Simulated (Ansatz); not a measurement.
# Cs2ThCl6 (P-3m1): phonons and vibrational spectra, part 3 of 3

Aim: the vibrations of Cs2ThCl6 (P-3m1), their spectra, and whether the structure is stable.

Ansatz 0.2.0; DFT PBEsol, scalar-relativistic, plane waves, PAW.

So far. Step 4 (Relaxing to small forces for the phonons): The largest force component left is 0.42 meV/Å. The volume is held at 33.68 Å³/atom, so a pressure of -0.27 GPa remains at this level. Step 5 (Modes at Γ): Before it was imposed, the acoustic sum rule was missed by 2.4e-5 eV/Å² and the charge sum rule by 0.017 e. Small misses are needed for a sound result but don't prove that mesh and cutoff are converged. The lowest optical mode is slightly imaginary, 8.7i cm⁻¹, too near zero to call.

## Step 6: Phonons on a q mesh

Stability and thermal properties need the whole zone. Linear response on a 2×2×2 q mesh gives force constants as far as a supercell of that size would, and the tensors from the zone-centre run are typed in so that the long-range dipole term is interpolated apart.

Input file input.yaml:

```yaml
crystal:
  lattice:
    - [7.5930059229, 0.0, 0.0]
    - [-3.7965029615, 6.5757360203, 0.0]
    - [0.0, 0.0, 6.07143537]
  atoms:
    - { symbol: Cs, position: [0.3333333333, 0.6666666667, 0.7346424297] }
    - { symbol: Cs, position: [0.6666666667, 0.3333333333, 0.2653575703] }
    - { symbol: Th, position: [0.0, 0.0, 0.0] }
    - { symbol: Cl, position: [0.1699070313, 0.8300929687, 0.240266274] }
    - { symbol: Cl, position: [0.1699070313, 0.3398140625, 0.240266274] }
    - { symbol: Cl, position: [0.6601859375, 0.8300929687, 0.240266274] }
    - { symbol: Cl, position: [0.8300929687, 0.1699070313, 0.759733726] }
    - { symbol: Cl, position: [0.3398140625, 0.1699070313, 0.759733726] }
    - { symbol: Cl, position: [0.8300929687, 0.6601859375, 0.759733726] }
kpoints:
  mp_grid: { grid: [4, 4, 4] }
hamiltonian:
  xc: pbesol
scf:
  occupations: { method: fixed }
output:
  eigenvalues: true
phonons:
  method: dfpt
  qmesh: [2, 2, 2]
  temperatures: { t_max: 400, t_step: 50 }
  qpath:
    path:
      - [[0.0, 0.0, 0.0], [0.5, 0.0, 0.0], [0.33333333, 0.33333333, 0.0], [0.0, 0.0, 0.0], [0.0, 0.0, 0.5], [0.5, 0.0, 0.5], [0.33333333, 0.33333333, 0.5], [0.0, 0.0, 0.5]]
      - [[0.5, 0.0, 0.5], [0.5, 0.0, 0.0]]
      - [[0.33333333, 0.33333333, 0.0], [0.33333333, 0.33333333, 0.5]]
    npoints: 10
  non_analytic_term:
    high_frequency_dielectric_tensor: [[2.9345, 0.0, 0.0], [0.0, 2.9345, 0.0], [0.0, 0.0, 2.8392]]
    born_effective_charges:
      - { species: Cs, tensor: [[1.4048, 0.0, 0.0], [0.0, 1.4048, 0.0], [0.0, 0.0, 1.3737]] }
      - { species: Cs, tensor: [[1.4048, 0.0, 0.0], [0.0, 1.4048, 0.0], [0.0, 0.0, 1.3737]] }
      - { species: Th, tensor: [[4.363, 0.0, 0.0], [0.0, 4.363, 0.0], [0.0, 0.0, 3.8013]] }
      - { species: Cl, tensor: [[-1.4164, 0.3828, -0.5589], [0.3828, -0.9744, 0.3227], [-0.5289, 0.3054, -1.0915]] }
      - { species: Cl, tensor: [[-0.7534, 0.0, 0.0], [0.0, -1.6374, -0.6454], [0.0, -0.6108, -1.0915]] }
      - { species: Cl, tensor: [[-1.4164, -0.3828, 0.5589], [-0.3828, -0.9744, 0.3227], [0.5289, 0.3054, -1.0915]] }
      - { species: Cl, tensor: [[-1.4164, 0.3828, -0.5589], [0.3828, -0.9744, 0.3227], [-0.5289, 0.3054, -1.0915]] }
      - { species: Cl, tensor: [[-1.4164, -0.3828, 0.5589], [-0.3828, -0.9744, 0.3227], [0.5289, 0.3054, -1.0915]] }
      - { species: Cl, tensor: [[-0.7534, 0.0, 0.0], [0.0, -1.6374, -0.6454], [0.0, -0.6108, -1.0915]] }
    source: "zone-centre run at this cell"
```

Launch:

```bash
ansatz run input.yaml --threads 16 --pin off --max-ram 61440MiB --backend cuda --events-out ev --progress --plain --runs-dir out
```

Numbers of over 12 decimals in the logs are rounded to 6 here.

What it wrote:

```text
Warning: phonons: the dynamical matrix that this run interpolates holds no multipole term above the dipole-dipole one, and a site of this crystal is no centre of inversion, so its interpolated transverse optical and acoustic branches and sound speeds can stay off near Gamma, and the density of states and the thermodynamics with them. What a run solves at a wave vector of phonons.qpoints, Gamma apart, where the deck admits one, is free of this, and under fd what a larger phonons.supercell samples
[...]
Crystal: 9 atoms, lattice volume = 303.144 Å³
Basis set: ecut = 420 eV, 5913 PW (Γ), exchange–correlation on 108×108×90 points (8 copies of the dense FFT grid, shifted against one another)
Bands: 45, of which v1, the nominal top of the filled ones, is band 36 counted from 1 (35 counted from 0)
Symmetry: 12 space group operations
k-points: 13 of 64
[...]
SCF iter   1: F=—  HF=-30612.001031 eV  |F-HF|=—  |Δ(HF+E_count)|=         —  Δρ=3.89e-3  dr2=9.02e-2  ethr=1.77e-3  ⟨swp⟩=5.2  Hψ=2131  notcnv=0  defer=55
[...]
SCF iter   6: F=—  HF=-30611.980451 eV  |F-HF|=—  |Δ(HF+E_count)|=   1.96e-4  Δρ=6.16e-6  dr2=1.69e-7  ethr=3.80e-9  ⟨swp⟩=2.0  Hψ=1010  notcnv=0  defer=45
[...]
SCF iter   8: F=—  HF=-30611.980452 eV  |F-HF|=—  |Δ(HF+E_count)|=   1.36e-8  Δρ=2.21e-7  dr2=2.45e-10  ethr=8.41e-12  ⟨swp⟩=2.0  Hψ=995  notcnv=0  defer=45
[...]
SCF iter  10: F=-30611.980452 eV  HF=-30611.980452 eV  |F-HF|=2.18e-11  |Δ(HF+E_count)|=    0.00e0  Δρ=2.37e-8  dr2=2.93e-12  ethr=1.00e-12  ⟨swp⟩=15.0  Hψ=3875  notcnv=0
SCF 1 converged in 10 iterations: F = -30611.980452 eV  dr2 = 2.93e-12
[...]
SCF converged after 10 iterations
Free energy (F): -30611.980452 eV
[...]
Internal energy: -30611.980452 eV  (E = F + TS)
E sigma→0 (E₀):  -30611.980452 eV
Fermi energy:    2.201524 eV
[...]
--- Band table (eV; the first three rows and the last of 13) ---
  k-point 0: bands = [... 32 lower, 1.8869, 2.0270, 2.0270, 2.2015, 7.0266, 7.2165, 7.2165, 7.2511, ... 5 higher]
  k-point 1: bands = [... 32 lower, 1.8662, 2.1105, 2.1160, 2.1160, 7.0089, 7.2037, 7.2037, 7.2727, ... 5 higher]
  k-point 2: bands = [... 32 lower, 1.8756, 1.9857, 2.1199, 2.1199, 6.9937, 7.1993, 7.1993, 7.2939, ... 5 higher]
  k-point 12: bands = [... 32 lower, 1.7613, 1.9159, 2.0048, 2.0922, 7.0160, 7.2045, 7.2364, 7.2368, ... 5 higher]
--- Phonons (Γ-DFPT): 6 representative perturbations + reference (Σ response iterations 34) ---
  ASR residual: 1.558e-5 → 0.000e0 eV/Å²; symmetrization residual: 5.788e-10 eV/Å²
  ASR residual per site (eV/Å²): 4.82e-6 4.82e-6 1.56e-5 1.12e-5 1.24e-5 1.12e-5 1.12e-5 1.12e-5 1.24e-5
[...]
--- Phonons (arbitrary-q DFPT): 4 irreducible q on the 2×2×2 mesh ---
  q = [0.0000, 0.0000, 0.0000] (star 1, of the zone-centre solve; hermiticity 6.80e-11, symmetrization 1.84e-11): -8.67 -0.00 -0.00 -0.00 36.77 37.65 37.65 39.68 40.31 40.31 43.44 43.44 74.99 77.34 77.34 81.02 97.28 97.28 106.06 106.06 114.50 235.98 235.98 253.94 253.94 258.28 296.93
  q = [0.0000, 0.0000, -0.5000] (star 1, 6 solved perturbations in 144 linear systems a pass and spin channel, the states on 13 of 64 k-point pairs; hermiticity 1.40e-9, symmetrization 7.18e-11): 23.39 23.39 31.29 33.31 33.31 37.67 38.86 38.86 38.88 38.88 41.44 46.62 61.40 61.40 68.93 99.71 99.71 103.97 105.00 110.95 110.95 239.31 239.31 249.24 249.24 284.14 296.60
[...]
sum rule: each row above includes the acoustic sum rule's correction from the zone centre's row sums; it moved no ω² by more than (0.32 cm⁻¹)²
  mesh force constants: q→R imaginary residual 2.08e-17; ASR residual 1.558e-5 → 0.000e0 eV/Å²; symmetrization residual 1.421e-14 eV/Å²
  interpolated dispersion: 94 rows × 27 modes
  density of states and harmonic sums: on the 10×10×10 q-mesh, interpolated from the force constants of a 2×2×2 supercell (with the dipole–dipole term of supplied tensors)
  largest difference from the sums on the solved wave vectors: F 4.84e-2 eV, S 1.64e-4 and C_V 4.25e-5 eV/K
  zero-point energy: 0.176078 eV/cell   skipped modes (ω ≤ 0): 4, of them read as no rigid motion or as one in doubt: 1 (1.000e-3 modes/cell left out, lowest -8.67 cm⁻¹)   left out of the sums: 1.48e-4 of the cell's modes: C_V's classical limit lies that fraction below 3 k_B per atom; for a crystal, a wire or a layer, F and S can be off by more, and a phonons.interpolated_qmesh denser along its periods is the remedy for the sampling
```

Run time: 10 s. Hardware: 1 × NVIDIA GB200 with 16 threads of Arm Neoverse V2, shared host; peak memory 2.4 GiB; 66 s of CPU time.

This step gave:

```yaml
sum_rule_residual_before_enforcement: 1.56e-5 eV/Å²
lowest_frequency_on_the_path: -8.674 cm⁻¹
highest_frequency_on_the_path_or_at_a_solved_wavevector: 297 cm⁻¹
lowest_mode_on_the_q_mesh_acoustic_modes_at_gamma_apart: -8.67 cm⁻¹
```

Frequencies (cm⁻¹) solved at each irreducible wavevector; negative means imaginary. Frequencies by wavevector, by row:

| q in reciprocal lattice units | star | mode 1 | mode 2 | mode 3 | mode 4 | mode 25 | mode 26 | mode 27 |
| --- | --- | --- | --- | --- | --- | --- | --- | --- |
| 0 0 0 | 1 | -8.7 | 0 | 0 | 0 | 253.9 | 258.3 | 296.9 |
| 0 0 -0.5 | 1 | 23.4 | 23.4 | 31.3 | 33.3 | 249.2 | 284.1 | 296.6 |
| 0 -0.5 0 | 3 | 19.6 | 23 | 28 | 31.4 | 255 | 289.1 | 294.6 |
| 0 -0.5 -0.5 | 3 | 26.1 | 27.7 | 32.5 | 32.8 | 256.7 | 268.8 | 293.7 |

Interpolated from a 2×2×2 q mesh, with the LO-TO term (at Γ the limit along the path; where Γ stands inside the path, tables give the limit on arrival). The phonon branches at the labelled points (cm⁻¹):

| point | branch 1 | branch 2 | branch 3 | branch 4 | branch 24 | branch 25 | branch 26 | branch 27 |
| --- | --- | --- | --- | --- | --- | --- | --- | --- |
| Γ | -9 | 0 | 0 | 0 | 254 | 258 | 289 | 297 |
| halfway | 11 | 16 | 20 | 28 | 254 | 256 | 288 | 296 |
| M | 20 | 23 | 28 | 31 | 252 | 255 | 289 | 295 |
| halfway | 19 | 28 | 29 | 32 | 244 | 266 | 286 | 294 |
| K | 19 | 30 | 32 | 32 | 241 | 278 | 278 | 293 |
| halfway | 12 | 20 | 23 | 31 | 250 | 261 | 287 | 296 |
| Γ | -9 | 0 | 0 | 0 | 254 | 258 | 289 | 297 |
| halfway | 15 | 15 | 20 | 26 | 252 | 252 | 286 | 297 |
| A | 23 | 23 | 31 | 33 | 249 | 249 | 284 | 297 |
| halfway | 25 | 29 | 31 | 34 | 249 | 257 | 276 | 295 |
| L | 26 | 28 | 32 | 33 | 254 | 257 | 269 | 294 |
| halfway | 28 | 29 | 31 | 32 | 254 | 260 | 267 | 294 |
| H | 28 | 31 | 31 | 34 | 255 | 264 | 264 | 293 |
| halfway | 27 | 29 | 30 | 33 | 249 | 259 | 273 | 295 |
| A | 23 | 23 | 31 | 33 | 249 | 249 | 284 | 297 |
| jump to L | 26 | 28 | 32 | 33 | 254 | 257 | 269 | 294 |
| halfway | 24 | 26 | 31 | 32 | 252 | 255 | 279 | 294 |
| M | 20 | 23 | 28 | 31 | 252 | 255 | 289 | 295 |
| jump to K | 19 | 30 | 32 | 32 | 241 | 278 | 278 | 293 |
| halfway | 24 | 31 | 31 | 33 | 248 | 271 | 271 | 293 |
| H | 28 | 31 | 31 | 34 | 255 | 264 | 264 | 293 |

Tetrahedra on a 10×10×10 mesh, mean over bins of 5 cm-1. Interpolated from a 2×2×2 q mesh. Phonon density of states against wavenumber; read off at these points:

| wavenumber (cm⁻¹) | phonon density of states (1/cm⁻¹/cell) |
| --- | --- |
| -8 | 2.0e-5 |
| 8 | 0.0105 |
| 22 | 0.155 |
| 32 | 0.505 |
| 38 | 0.427 |
| 52 | 0.186 |
| 68 | 0.110 |
| 78 | 0.165 |
| 92 | 0.0446 |
| 108 | 0.264 |
| 112 | 0.290 |
| 122 | 0 |
| 138 | 0 |
| 152 | 0 |
| 168 | 0 |
| 182 | 0 |
| 198 | 0 |
| 212 | 0 |
| 222 | 0 |
| 238 | 0.221 |
| 252 | 0.146 |
| 268 | 0.0428 |
| 282 | 0.0558 |
| 298 | 0.0865 |

The partial phonon density of states has structure finer than the step of the table below, so its rows give means over 10 cm⁻¹, whole bins alone (the curve runs from -18.7 to 316 cm⁻¹). Peaks (cm⁻¹: height): Cl 44.4: 0.155, 78.1: 0.152, 109.7: 0.279, 238.0: 0.191, 294.8: 0.152; Cs 33.9: 0.351; Th 25.5: 0.0553, 42.3: 0.0483, 99.2: 0.0377, 250.6: 0.0296.

Phonopy on the run's constants, 9x9x9 mesh, Gaussian sigma 2.4 cm-1. Interpolated from a 2×2×2 q mesh. Table of partial phonon density of states by wavenumber; means over each step; values in 1/cm⁻¹/cell:

| wavenumber (cm⁻¹) | Cl | Cs | Th |
| --- | --- | --- | --- |
| -10 | 1.3e-4 | 5.1e-6 | 4.6e-6 |
| 0 | 9.2e-4 | 5.5e-4 | 5.1e-4 |
| 10 | 0.00936 | 0.00720 | 0.00738 |
| 20 | 0.0428 | 0.0386 | 0.0368 |
| 30 | 0.0843 | 0.227 | 0.0467 |
| 40 | 0.136 | 0.224 | 0.0435 |
| 50 | 0.137 | 0.0827 | 0.0267 |
| 60 | 0.101 | 0.0110 | 0.00921 |
| 70 | 0.115 | 0.00210 | 0.00588 |
| 80 | 0.131 | 0.00127 | 0.00874 |
| 90 | 0.0638 | 8.6e-4 | 0.00733 |
| 100 | 0.185 | 0.00195 | 0.0264 |
| 110 | 0.234 | 0.00181 | 0.0117 |
| 120 | 0.0293 | 9.5e-5 | 7.2e-4 |
| 130 | 7.5e-7 | 0 | 0 |
| 140 | 0 | 0 | 0 |
| 150 | 0 | 0 | 0 |
| 160 | 0 | 0 | 0 |
| 170 | 0 | 0 | 0 |
| 180 | 0 | 0 | 0 |
| 190 | 0 | 0 | 0 |
| 200 | 0 | 0 | 0 |
| 210 | 0 | 0 | 0 |
| 220 | 0 | 0 | 0 |
| 230 | 0.0207 | 2.8e-6 | 2.6e-4 |
| 240 | 0.151 | 3.6e-5 | 0.00813 |
| 250 | 0.103 | 7.9e-5 | 0.0234 |
| 260 | 0.0646 | 1.4e-4 | 0.0142 |
| 270 | 0.0380 | 1.5e-4 | 0.00853 |
| 280 | 0.0375 | 1.6e-4 | 0.00957 |
| 290 | 0.0674 | 7.1e-5 | 0.00460 |
| 300 | 0.0481 | 9.0e-6 | 1.0e-4 |
| 310 | 2.5e-5 | 0 | 0 |

Symmetry leaves 4 wavevectors to solve. The lowest mode among them, the acoustic zeros apart, lies at Γ and is slightly imaginary, 8.7i cm⁻¹, too near zero to call.

## Step 7: Results

```
space group after relaxation (within 0.01 Å)            : P-3m1
volume per atom                                         : 33.7 Å³
gap on the k-mesh                                       : 4.79 eV
highest optical mode at the zone centre (no LO-TO term) : 297 cm⁻¹
top of the zone-centre spectrum with the field          : 297 cm⁻¹
lowest optical zone-centre mode                         : -8.7 cm⁻¹
mean high-frequency dielectric constant                 : 2.90
largest Born charge (third of the trace)                : 4.18 e
lowest mode on the q mesh (acoustic modes at Γ apart)   : -8.7 cm⁻¹
highest frequency on the path or at a solved wavevector : 297 cm⁻¹
imaginary modes on the 2×2×2 q mesh                     : one or more, weakly
```

In words: No mode is clearly imaginary at the 4 irreducible wavevectors solved, but the lowest, 8.7i cm⁻¹, is too near zero to call. Without the field, the optical modes at Γ span -9 to 297 cm⁻¹ (negative means imaginary). The highest mode in this list at Γ, 296.9 cm⁻¹, is mostly motion of Cl (100 % of the kinetic energy). The macroscopic field leaves the top of the zone-centre spectrum where it is. Among the real modes, the strongest infrared line is at 254 cm⁻¹. The volume was held at that of the database entry and not relaxed, so the modes belong to a cell under -0.27 GPa at this level. The program warns that the interpolation holds no quadrupole term, so branches close to Γ can be off in this crystal. An optical mode within 15 cm⁻¹ of zero is at the mercy of small errors in the force constants, and even its sign is uncertain. Spin-orbit coupling is left out, which can matter for the heavy elements here. These are harmonic frequencies at zero temperature: anharmonic shifts, linewidths and thermal expansion are left out.

[Logs are printed without paths, hosts, clocks, repeated set-up lines and the standing remarks that a program may print on its own settings, such as how far it seeks lower states.]

[Hosts, paths, dates, database ids (printed as entryN), source tags and the programs' standing remarks are cut or masked in the printed files.]
